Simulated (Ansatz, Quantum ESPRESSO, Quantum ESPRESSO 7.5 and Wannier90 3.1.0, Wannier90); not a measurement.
**straight Au chain, spacing 2.60 Å: Wannier functions and conductance**

How many channels does the wire offer, and does a small Wannier basis get them right? The wire: straight Au chain, spacing 2.60 Å.

Main program and level: Quantum ESPRESSO 7.5 and Wannier90 3.1.0; plane-wave DFT, PBE, GBRV ultrasoft pseudopotentials (cross-check by Ansatz 0.2.0 with PAW datasets).

## 1. Starting point

The cell holds 1 atom: 1 Au. Cell: a = 8.000 Å, b = 8.000 Å, c = 2.600 Å, α = 90.0°, β = 90.0°, γ = 90.0°. Vacuum lies along a and b. The structure's axis is c.

Structure file:

```cif
data_structure
_symmetry_space_group_name_H-M 'P 1'
_symmetry_Int_Tables_number 1
_cell_length_a 8.0000
_cell_length_b 8.0000
_cell_length_c 2.6000
_cell_angle_alpha 90.000
_cell_angle_beta 90.000
_cell_angle_gamma 90.000
_cell_volume 166.40
loop_
_atom_site_label
_atom_site_type_symbol
_atom_site_fract_x
_atom_site_fract_y
_atom_site_fract_z
_atom_site_occupancy
Au1 Au 0.00000 0.00000 0.00000 1
```

## 2. SCF with pw.x

The input, scf.in:

```
&control
  prefix = 'scf'
  outdir = './out'
  pseudo_dir = './pseudo'
  calculation = 'scf'
  tprnfor = .true.
/
&system
  ibrav = 0
  nat = 1
  ntyp = 1
  ecutwfc = 34
  ecutrho = 170
  occupations = 'smearing'
  smearing = 'mv'
  degauss = 0.005
/
&electrons
  conv_thr = 1e-07
  mixing_beta = 0.4
  electron_maxstep = 120
  mixing_mode = 'local-TF'
/
ATOMIC_SPECIES
  Au  196.9666  au_pbe_v1.uspp.F.UPF
CELL_PARAMETERS angstrom
  8.00000000000000 0.00000000000000 0.00000000000000
  0.00000000000000 8.00000000000000 0.00000000000000
  0.00000000000000 0.00000000000000 2.60000000000000
ATOMIC_POSITIONS crystal
  Au  0.000000000000 0.000000000000 0.000000000000
K_POINTS automatic
  1 1 28 0 0 0
```

Run with:

```
$ OMP_NUM_THREADS=1 mpirun -n 2 pw.x -nk 2 -in scf.in > scf.out
```

What it wrote:

```text
Program PWSCF v.7.5 starts
[citation notice left out]

     Parallel version (MPI & OpenMP), running on       2 processor cores
     Number of MPI processes:                 2
     Threads/MPI process:                     1

     MPI processes distributed on     1 nodes
[...]
Current dimensions of program PWSCF are:
     Max number of different atomic species (ntypx) = 10
     Max number of k-points (npk) =  40000
     Max angular momentum in pseudopotentials (lmaxx) =  4
     Message from routine setup:
     using ibrav=0 with symmetry is DISCOURAGED, use correct ibrav instead

     K-points division:     npool     =       2
     Subspace diagonalization in iterative solution of the eigenvalue problem:
     a serial algorithm will be used

     G-vector sticks info
     --------------------
     sticks:   dense  smooth     PW     G-vecs:    dense   smooth      PW
     Sum        3093    2469    761                42009    30103    5131

     Using Slab Decomposition

     bravais-lattice index     =            0
     lattice parameter (alat)  =      15.1178  a.u.
     unit-cell volume          =    1122.9229 (a.u.)^3
     number of atoms/cell      =            1
     number of atomic types    =            1
     number of electrons       =        11.00
     number of Kohn-Sham states=           10
     kinetic-energy cutoff     =      34.0000  Ry
     charge density cutoff     =     170.0000  Ry
     scf convergence threshold =      1.0E-07
     mixing beta               =       0.4000
     number of iterations used =            8  local-TF  mixing
     Exchange-correlation= SLA  PW   PBE  PBE
                           (   1   4   3   4   0   0   0)

     celldm(1)=  15.117809  celldm(2)=   0.000000  celldm(3)=   0.000000
     celldm(4)=   0.000000  celldm(5)=   0.000000  celldm(6)=   0.000000

     crystal axes: (cart. coord. in units of alat)
               a(1) = (   1.000000   0.000000   0.000000 )
               a(2) = (   0.000000   1.000000   0.000000 )
               a(3) = (   0.000000   0.000000   0.325000 )

     reciprocal axes: (cart. coord. in units 2 pi/alat)
               b(1) = (  1.000000  0.000000  0.000000 )
               b(2) = (  0.000000  1.000000  0.000000 )
               b(3) = (  0.000000  0.000000  3.076923 )

     PseudoPot. # 1 for Au read from file:
     ./pseudo/au_pbe_v1.uspp.F.UPF
     Pseudo is Ultrasoft + core correction, Zval = 11.0
     Generated by new atomic code, or converted to UPF format
     Using radial grid of  985 points,  7 beta functions with:
                l(1) =   0
                l(2) =   0
                l(3) =   1
                l(4) =   1
                l(5) =   2
                l(6) =   2
                l(7) =   3
     Q(r) pseudized with  6 coefficients,  rinner =    1.900   1.900   1.900
                                                       1.900   1.900   1.900
                                                       1.900

     atomic species   valence    mass     pseudopotential
     Au               11.00   196.96660     Au( 1.00)

     16 Sym. Ops., with inversion, found

   Cartesian axes

     site n.     atom                  positions (alat units)
         1        Au     tau(   1) = (   0.0000000   0.0000000   0.0000000  )

     number of k points=    15  Marzari-Vanderbilt smearing, width (Ry)=  0.0050
                       cart. coord. in units 2pi/alat
        k(    1) = (   0.0000000   0.0000000   0.0000000), wk =   0.0714286
        k(    2) = (   0.0000000   0.0000000   0.1098901), wk =   0.1428571
        k(    3) = (   0.0000000   0.0000000   0.2197802), wk =   0.1428571
        k(    4) = (   0.0000000   0.0000000   0.3296703), wk =   0.1428571
        k(    5) = (   0.0000000   0.0000000   0.4395604), wk =   0.1428571
        k(    6) = (   0.0000000   0.0000000   0.5494505), wk =   0.1428571
        k(    7) = (   0.0000000   0.0000000   0.6593407), wk =   0.1428571
        k(    8) = (   0.0000000   0.0000000   0.7692308), wk =   0.1428571
        k(    9) = (   0.0000000   0.0000000   0.8791209), wk =   0.1428571
        k(   10) = (   0.0000000   0.0000000   0.9890110), wk =   0.1428571
[...]
k(   15) = (   0.0000000   0.0000000  -1.5384615), wk =   0.0714286

     Dense  grid:    42009 G-vectors     FFT dimensions: (  64,  64,  24)

     Smooth grid:    30103 G-vectors     FFT dimensions: (  60,  60,  20)

     Estimated max dynamical RAM per process >     146.14 MB

     Estimated total dynamical RAM >     282.02 MB

     Check: negative core charge=   -0.000001

     Initial potential from superposition of free atoms

     starting charge      10.9999, renormalised to      11.0000

     negative rho (up, down):  1.168E-05 0.000E+00
     Starting wfcs are    9 randomized atomic wfcs +    1 random wfcs

     total cpu time spent up to now is        1.3 secs

     per-process dynamical memory:    32.9 Mb

     Self-consistent Calculation

     iteration #  1     ecut=    34.00 Ry     beta= 0.40
     Davidson diagonalization with overlap
     ethr =  1.00E-02,  avg # of iterations =  6.7

     Threshold (ethr) on eigenvalues was too large:
     Diagonalizing with lowered threshold

     Davidson diagonalization with overlap
     ethr =  3.93E-04,  avg # of iterations =  2.1

     negative rho (up, down):  5.140E-04 0.000E+00

     total cpu time spent up to now is        2.0 secs

     total energy              =    -114.87639206 Ry
     estimated scf accuracy    <       0.04324329 Ry

     iteration #  2     ecut=    34.00 Ry     beta= 0.40
[...]
negative rho (up, down):  1.136E-03 0.000E+00

[...]
total energy              =    -114.87651462 Ry
     estimated scf accuracy    <       0.00590881 Ry

     iteration #  3     ecut=    34.00 Ry     beta= 0.40
[...]
negative rho (up, down):  9.175E-04 0.000E+00

[...]
total energy              =    -114.87736411 Ry
     estimated scf accuracy    <       0.00033651 Ry

     iteration #  4     ecut=    34.00 Ry     beta= 0.40
[...]
negative rho (up, down):  6.775E-04 0.000E+00

[...]
total energy              =    -114.87739477 Ry
     estimated scf accuracy    <       0.00004142 Ry

     iteration #  5     ecut=    34.00 Ry     beta= 0.40
[...]
negative rho (up, down):  9.447E-05 0.000E+00

[...]
total energy              =    -114.87738900 Ry
     estimated scf accuracy    <       0.00001725 Ry

     iteration #  6     ecut=    34.00 Ry     beta= 0.40
[...]
negative rho (up, down):  8.106E-05 0.000E+00

[...]
total energy              =    -114.87739019 Ry
     estimated scf accuracy    <       0.00000253 Ry

     iteration #  7     ecut=    34.00 Ry     beta= 0.40
[...]
negative rho (up, down):  3.481E-05 0.000E+00

[...]
total energy              =    -114.87739049 Ry
     estimated scf accuracy    <       0.00000097 Ry

     iteration #  8     ecut=    34.00 Ry     beta= 0.40
[...]
negative rho (up, down):  3.264E-05 0.000E+00

[...]
total energy              =    -114.87739077 Ry
     estimated scf accuracy    <       0.00000012 Ry

     iteration #  9     ecut=    34.00 Ry     beta= 0.40
[...]
negative rho (up, down):  3.627E-05 0.000E+00

[...]
End of self-consistent calculation

          k = 0.0000 0.0000 0.0000 (  3781 PWs)   bands (ev):

    -9.1495  -5.7260  -5.7244  -5.3873  -4.4161  -4.4161  -0.0878  -0.0878
     1.5556   2.8335

          k = 0.0000 0.0000 0.1099 (  3789 PWs)   bands (ev):

    -9.0922  -5.7196  -5.7181  -5.3710  -4.4698  -4.4698  -0.0310  -0.0310
     1.5829   2.8607

          k = 0.0000 0.0000 0.2198 (  3773 PWs)   bands (ev):

    -8.9212  -5.7007  -5.6993  -5.3222  -4.6212  -4.6212   0.1318   0.1318
     1.6646   2.9423

          k = 0.0000 0.0000 0.3297 (  3801 PWs)   bands (ev):

    -8.6394  -5.6702  -5.6688  -5.2409  -4.8473  -4.8473   0.3822   0.3822
     1.8008   3.0783

          k = 0.0000 0.0000 0.4396 (  3773 PWs)   bands (ev):

    -8.2523  -5.6293  -5.6281  -5.1269  -5.1212  -5.1212   0.7007   0.7007
     1.9917   3.2688

          k = 0.0000 0.0000 0.5495 (  3765 PWs)   bands (ev):

    -7.7690  -5.5800  -5.5788  -5.4190  -5.4190  -4.9783   1.0727   1.0727
     2.2375   3.5138

[...]
the Fermi energy is    -4.4114 ev

!    total energy              =    -114.87739059 Ry
     estimated scf accuracy    <       0.00000010 Ry
     smearing contrib. (-TS)   =       0.00013471 Ry
     internal energy E=F+TS    =    -114.87752531 Ry

     The total energy is F=E-TS. E is the sum of the following terms:
     one-electron contribution =     -89.18214736 Ry
     hartree contribution      =      51.32585104 Ry
     xc contribution           =     -62.12014633 Ry
     ewald contribution        =     -14.90108265 Ry

     convergence has been achieved in   9 iterations

     negative rho (up, down):  3.627E-05 0.000E+00

     Forces acting on atoms (cartesian axes, Ry/au):

     atom    1 type  1   force =     0.00000000    0.00000000    0.00000000

     Total force =     0.000000     Total SCF correction =     0.000000

[...]
=------------------------------------------------------------------------------=
   JOB DONE.
=------------------------------------------------------------------------------=
```

Run time: 6.3 s. Hardware: 2 MPI ranks of AMD EPYC 9R45, shared host; peak memory 0.27 GiB.

This step gave:

- free energy: -1562.9865 eV
- Fermi energy: -4.411 eV

The program's own clock; routines nest. Time by routine:

| routine | wall time (s) | calls |
| --- | --- | --- |
| PWSCF | 5.63 | 1 |
| electrons | 4.18 | 1 |
| sum_band | 1.35 | 10 |
| init_run | 1.22 | 1 |
| c_bands | 1.22 | 10 |
| h_psi | 1.07 | 338 |
| newd | 1.06 | 10 |
| fftw | 1 | 4902 |
| cegterg | 0.98 | 80 |
| vloc_psi | 0.98 | 338 |
| ffts | 0.54 | 1004 |
| mix_rho | 0.49 | 10 |
| hinit0 | 0.4 | 1 |
| potinit | 0.37 | 1 |

The run needed 9 iterations to bring the estimated error under 1e-07 Ry.

## 3. Full uniform mesh without symmetry

Wannier90 needs the states on a whole uniform mesh, listed point by point, without symmetry.

The input, nscf.in:

```
&control
  prefix = 'nscf'
  outdir = './out'
  pseudo_dir = './pseudo'
  calculation = 'nscf'
/
&system
  ibrav = 0
  nat = 1
  ntyp = 1
  ecutwfc = 34
  ecutrho = 170
  occupations = 'smearing'
  smearing = 'mv'
  degauss = 0.005
  nosym = .true.
  noinv = .true.
  nbnd = 17
/
&electrons
  conv_thr = 1e-09
  mixing_beta = 0.4
  electron_maxstep = 120
  mixing_mode = 'local-TF'
  diago_full_acc = .true.
/
ATOMIC_SPECIES
  Au  196.9666  au_pbe_v1.uspp.F.UPF
CELL_PARAMETERS angstrom
  8.00000000000000 0.00000000000000 0.00000000000000
  0.00000000000000 8.00000000000000 0.00000000000000
  0.00000000000000 0.00000000000000 2.60000000000000
ATOMIC_POSITIONS crystal
  Au  0.000000000000 0.000000000000 0.000000000000
K_POINTS crystal
14
  0.0000000000 0.0000000000 0.0000000000 0.0714285714
  0.0000000000 0.0000000000 0.0714285714 0.0714285714
  0.0000000000 0.0000000000 0.1428571429 0.0714285714
  0.0000000000 0.0000000000 0.2142857143 0.0714285714
  0.0000000000 0.0000000000 0.2857142857 0.0714285714
  0.0000000000 0.0000000000 0.3571428571 0.0714285714
  0.0000000000 0.0000000000 0.4285714286 0.0714285714
  0.0000000000 0.0000000000 0.5000000000 0.0714285714
  0.0000000000 0.0000000000 0.5714285714 0.0714285714
  0.0000000000 0.0000000000 0.6428571429 0.0714285714
  0.0000000000 0.0000000000 0.7142857143 0.0714285714
  0.0000000000 0.0000000000 0.7857142857 0.0714285714
  0.0000000000 0.0000000000 0.8571428571 0.0714285714
  0.0000000000 0.0000000000 0.9285714286 0.0714285714
```

Run with:

```
$ cp -r out/scf.save out/nscf.save
$ cp out/scf.xml out/nscf.xml
$ OMP_NUM_THREADS=1 mpirun -n 2 pw.x -nk 1 -in nscf.in > nscf.out
```

What it wrote:

```text
[banner, memory and clock lines left out]
Program PWSCF v.7.5 starts
[citation notice left out]

[...]
bravais-lattice index     =            0
     lattice parameter (alat)  =      15.1178  a.u.
     unit-cell volume          =    1122.9229 (a.u.)^3
     number of atoms/cell      =            1
     number of atomic types    =            1
     number of electrons       =        11.00
     number of Kohn-Sham states=           17
     kinetic-energy cutoff     =      34.0000  Ry
     charge density cutoff     =     170.0000  Ry
     Exchange-correlation= SLA  PW   PBE  PBE
                           (   1   4   3   4   0   0   0)

[...]
PseudoPot. # 1 for Au read from file:
     ./pseudo/au_pbe_v1.uspp.F.UPF
     Pseudo is Ultrasoft + core correction, Zval = 11.0
     Generated by new atomic code, or converted to UPF format
     Using radial grid of  985 points,  7 beta functions with:
                l(1) =   0
                l(2) =   0
                l(3) =   1
                l(4) =   1
                l(5) =   2
                l(6) =   2
                l(7) =   3
     Q(r) pseudized with  6 coefficients,  rinner =    1.900   1.900   1.900
                                                       1.900   1.900   1.900
                                                       1.900

     atomic species   valence    mass     pseudopotential
     Au               11.00   196.96660     Au( 1.00)

     No symmetry found

[...]
number of k points=    14  Marzari-Vanderbilt smearing, width (Ry)=  0.0050
[...]
Dense  grid:    42009 G-vectors     FFT dimensions: (  64,  64,  24)

     Smooth grid:    30103 G-vectors     FFT dimensions: (  60,  60,  20)

     Check: negative core charge=   -0.000001

     The potential is recalculated from file :
     ./out/nscf.save/charge-density

     negative rho (up, down):  3.627E-05 0.000E+00
     Starting wfcs are    9 randomized atomic wfcs +    8 random wfcs

     Band Structure Calculation
     Davidson diagonalization with overlap

     ethr =  9.09E-12,  avg # of iterations = 61.6
     Minimization algorithm failed to find Fermi energy: reverting to bisection
     Possible cause: smearing is larger than the electronic band-gap.

     End of band structure calculation

          k = 0.0000 0.0000 0.0000 (  3781 PWs)   bands (ev):

    -9.1472  -5.7226  -5.7211  -5.3857  -4.4126  -4.4126  -0.0874  -0.0874
     1.5564   2.8340   4.4293   4.4293   4.7074   4.9336   7.7803   7.7803
     8.9552

          k = 0.0000 0.0000 0.2198 (  3773 PWs)   bands (ev):

    -8.9189  -5.6974  -5.6959  -5.3206  -4.6178  -4.6178   0.1323   0.1323
     1.6653   2.9428   4.5571   4.5571   4.8103   5.0434   7.9307   7.9307
     9.0539

[...]
the Fermi energy is    -4.3505 ev
     (compare with:    -4.4114 eV, computed in scf)

[...]
```

It took 5.1 s on 2 MPI ranks; peak memory 0.16 GiB.

Numbers from this step:

- Fermi energy: -4.351 eV

The program's own clock; routines nest. Time by routine:

| routine | wall time (s) | calls |
| --- | --- | --- |
| PWSCF | 4.42 | 1 |
| electrons | 3.63 | 1 |
| c_bands | 3.63 | 1 |
| cegterg | 3.5 | 46 |
| h_psi | 2.56 | 922 |
| vloc_psi | 2.33 | 922 |
| fftw | 2.15 | 17020 |
| init_run | 0.68 | 1 |
| potinit | 0.29 | 1 |
| hinit0 | 0.27 | 1 |
| ffts | 0.27 | 1 |
| interpolate | 0.27 | 1 |
| fft | 0.21 | 13 |
| cdiaghg | 0.19 | 876 |

[end of part 1 of 5]

[Logs are printed without paths, hosts, clocks, repeated set-up lines and the standing remarks that a program may print on its own settings, such as how far it seeks lower states.]

[Hosts, paths, dates, database ids (printed as entryN), source tags and the programs' standing remarks are cut or masked in the printed files.]

[Maps of the electrostatic potential energy from Ansatz leave out the sawtooth potential of an applied field or a dipole correction, so their vacuum need not be flat; planar profiles and work functions include it.]
